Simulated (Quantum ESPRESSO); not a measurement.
**PbF2 (Fluorocronite): a worked LO-TO splitting**

How high does the longitudinal optical mode of PbF2 (Fluorocronite) lie, given the transverse one, the Born charge and ε∞?

Calculated with Quantum ESPRESSO 7.5; DFT PBE, scalar-relativistic, plane waves, GBRV ultrasoft pseudopotentials.

The database entry behind the starting cell differs from later determinations by our own check (0.1 to 0.3 % short, probably kX units), so it need not match the best structure at ambient conditions.

## 1. Set-up

It takes space group Fm-3m (No. 225, cubic). Conventional cell: a = 5.994 Å, b = 5.994 Å, c = 5.994 Å, α = 90.00°, β = 90.00°, γ = 90.00°. Nearest to Pb lie 8 F at 2.60 Å. Nearest to F lie 4 Pb at 2.60 Å. Farther neighbours and most contacts between anions are not listed.

This is the cell after its relaxation at this level of theory, not the database cell from which that began.

## 2. What the response run gave

A linear-response run on the relaxed cell, with the response to an electric field; only its zone-centre results are used. Cutoff 55 Ry, k mesh 8×8×8.

What it wrote:

```text
[banners, grids, parts of the stress and lines that vanish by symmetry left out]
Program PHONON v.7.5
     Reading xml data from directory:

[...]
Exchange-correlation= PBE
                           (   1   4   3   4   0   0   0)
[...]
kinetic-energy cut-off    =      55.0000  Ry
     charge density cut-off    =     440.0000  Ry
     convergence threshold     =      1.0E-18
[...]
Exchange-correlation= PBE
                           (   1   4   3   4   0   0   0)
[...]
q = (   0.0000000   0.0000000   0.0000000 )
     49 Sym.Ops. (with q -> -q+G )
     G cutoff =  715.0195  (  56833 G-vectors)     FFT grid: ( 54, 54, 54)
     G cutoff =  357.5098  (  19987 G-vectors)  smooth grid: ( 40, 40, 40)
     number of k points=    29
[...]
Mode symmetry, O_h (m-3m)  point group:
[...]
Dielectric constant
[...]
End of electric fields calculation
          Dielectric constant in cartesian axis
          (       3.283535756      -0.000000000      -0.000000000 )
          (      -0.000000000       3.283535756       0.000000000 )
          (      -0.000000000       0.000000000       3.283535756 )
          Effective charges (d Force / dE) in cartesian axis without acoustic sum rule applied (asr)
           atom    1  Pb    Mean Z*:        3.16352
      Ex  (        3.16352        0.00000        0.00000 )
      Ey  (        0.00000        3.16352       -0.00000 )
      Ez  (        0.00000       -0.00000        3.16352 )
           atom    2  F     Mean Z*:       -1.58096
      Ex  (       -1.58096       -0.00000        0.00000 )
      Ey  (       -0.00000       -1.58096        0.00000 )
      Ez  (        0.00000        0.00000       -1.58096 )
           atom    3  F     Mean Z*:       -1.58096
      Ex  (       -1.58096       -0.00000       -0.00000 )
      Ey  (       -0.00000       -1.58096        0.00000 )
      Ez  (       -0.00000        0.00000       -1.58096 )
          Effective charges Sum: Mean:        0.00159
[...]
Effective charges (d Force / dE) in cartesian axis with asr applied:
           atom    1  Pb    Mean Z*:        3.16299
[...]
atom    2  F     Mean Z*:       -1.58149
[...]
atom    3  F     Mean Z*:       -1.58149
[...]
Representation #   1 modes #   1   2   3
[...]
End of self-consistent calculation
     Convergence has been achieved
     Representation #   2 modes #   4   5   6
[...]
End of self-consistent calculation
     Convergence has been achieved
     Representation #   3 modes #   7   8   9
[...]
End of self-consistent calculation
     Convergence has been achieved
[...]
Dielectric constant in cartesian axis
          (       3.283535756      -0.000000000      -0.000000000 )
          (      -0.000000000       3.283535756       0.000000000 )
          (      -0.000000000       0.000000000       3.283535756 )
          Effective charges (d Force / dE) in cartesian axis without acoustic sum rule applied (asr)
           atom    1  Pb    Mean Z*:        3.16352
      Ex  (        3.16352        0.00000        0.00000 )
      Ey  (        0.00000        3.16352       -0.00000 )
      Ez  (        0.00000       -0.00000        3.16352 )
           atom    2  F     Mean Z*:       -1.58096
      Ex  (       -1.58096       -0.00000        0.00000 )
      Ey  (       -0.00000       -1.58096        0.00000 )
      Ez  (        0.00000        0.00000       -1.58096 )
           atom    3  F     Mean Z*:       -1.58096
      Ex  (       -1.58096       -0.00000       -0.00000 )
      Ey  (       -0.00000       -1.58096        0.00000 )
      Ez  (       -0.00000        0.00000       -1.58096 )
          Effective charges Sum: Mean:        0.00159
[...]
Effective charges (d Force / dE) in cartesian axis with asr applied:
           atom    1  Pb    Mean Z*:        3.16299
[...]
atom    2  F     Mean Z*:       -1.58149
[...]
atom    3  F     Mean Z*:       -1.58149
[...]
q = (    0.000000000   0.000000000   0.000000000 )
[...]
freq (    1) =       0.038223 [THz] =       1.274979 [cm-1]
     freq (    2) =       0.038223 [THz] =       1.274979 [cm-1]
     freq (    3) =       0.038223 [THz] =       1.274979 [cm-1]
     freq (    4) =       2.811360 [THz] =      93.776881 [cm-1]
     freq (    5) =       2.811360 [THz] =      93.776881 [cm-1]
     freq (    6) =       2.811360 [THz] =      93.776881 [cm-1]
     freq (    7) =       7.108742 [THz] =     237.122108 [cm-1]
     freq (    8) =       7.108742 [THz] =     237.122108 [cm-1]
     freq (    9) =       7.108742 [THz] =     237.122108 [cm-1]
[...]
Mode symmetry, O_h (m-3m)  point group:
     freq (   1-   3) =          1.3  [cm-1]   --> T_1u G_15  G_4- I
     freq (   4-   6) =         93.8  [cm-1]   --> T_1u G_15  G_4- I
     freq (   7-   9) =        237.1  [cm-1]   --> T_2g G_25' G_5+ R

   JOB DONE.
```

```tsv
quantity	value
cell volume Ω (Å³)	53.843
mass of Pb (u)	207.200
mass of F (u)	18.998
Born charge of Pb, raw (e)	3.164
Born charge of F, raw (e)	-1.581
ε∞	3.284
ω(TO) after the sum rule (cm⁻¹)	93.8
```

## 3. The calculation

The charges must sum to zero over the cell; taking off their mean, 0.001 e, leaves Z* = 3.163 e on Pb. In the polar mode Pb moves against the two F, so the reduced mass is μ = 207.20 × 38.00 / 245.20 = 32.109 u.

A longitudinal wave builds up a field that adds to the restoring force: ω(LO)² = ω(TO)² + 4π Z*² / (μ Ω ε∞), in Hartree atomic units. With μ = 58530 electron masses and Ω = 363.35 bohr³ the second term is 1.8004e-06 Ha², or 86723 cm⁻² (1 Ha = 219474.6 cm⁻¹).

So ω(LO) = √(8791 + 86723) = 309.1 cm⁻¹, and by the Lyddane-Sachs-Teller relation ε₀ = ε∞ (ω(LO)/ω(TO))² = 35.68.

## 4. Check against the program

The analysis program adds the same non-analytic term to the full matrix, here for q along (1 0 0).

What it wrote:

```text
[banners, grids, parts of the stress and lines that vanish by symmetry left out]
[banner, memory and clock lines left out]
Program DYNMAT v.7.5

     Reading Dynamical Matrix from file g.dyn
     ...Force constants read
     ...epsilon and Z* read

     Polarizability (A^3 units)
     multiply by 0.567802 for Clausius-Mossotti correction
         9.784166   -0.000000   -0.000000
        -0.000000    9.784166    0.000000
        -0.000000    0.000000    9.784166

     IR activities are in (D/A)^2/amu units

# mode   [cm-1]    [THz]      IR
    1     -0.00   -0.0000    0.0000
    2     -0.00   -0.0000    0.0000
[...]
8    237.11    7.1085    0.0000
    9    309.05    9.2651    7.1885

[end of the log left out, with the tail of the file of modes that dynmat.x writes under the same name]
```

ε₀ comes from the program's run without a direction of q.

```tsv
quantity	by hand	program
ω(LO) (cm⁻¹)	309.1	309.1
ε₀	35.68	35.68
```

## 5. Outcome

```
TO mode                    : 93.76 cm⁻¹
LO mode                    : 309.1 cm⁻¹
static dielectric constant : 35.68
```

What this shows: The LO mode of PbF2 (Fluorocronite) lies at 309 cm⁻¹, 215 cm⁻¹ above the TO mode; the formula meets the program within 0.1 cm⁻¹, as it must for a cubic crystal with one polar mode. ω(LO)² − ω(TO)² goes with Z*²/ε∞: an error of 5 % in ε∞ would move the LO mode by 6.8 cm⁻¹, and semilocal functionals tend to overestimate ε∞. These are harmonic values at zero temperature, at the volume of this functional, for the structure held cubic; stability elsewhere in the zone is no part of this calculation.

[Host names and launcher messages were left out of these logs when they were recorded.]

[Logs are printed without paths, hosts, clocks, repeated set-up lines and the standing remarks that a program may print on its own settings, such as how far it seeks lower states.]

[Hosts, paths, dates, database ids (printed as entryN), source tags and the programs' standing remarks are cut or masked in the printed files.]
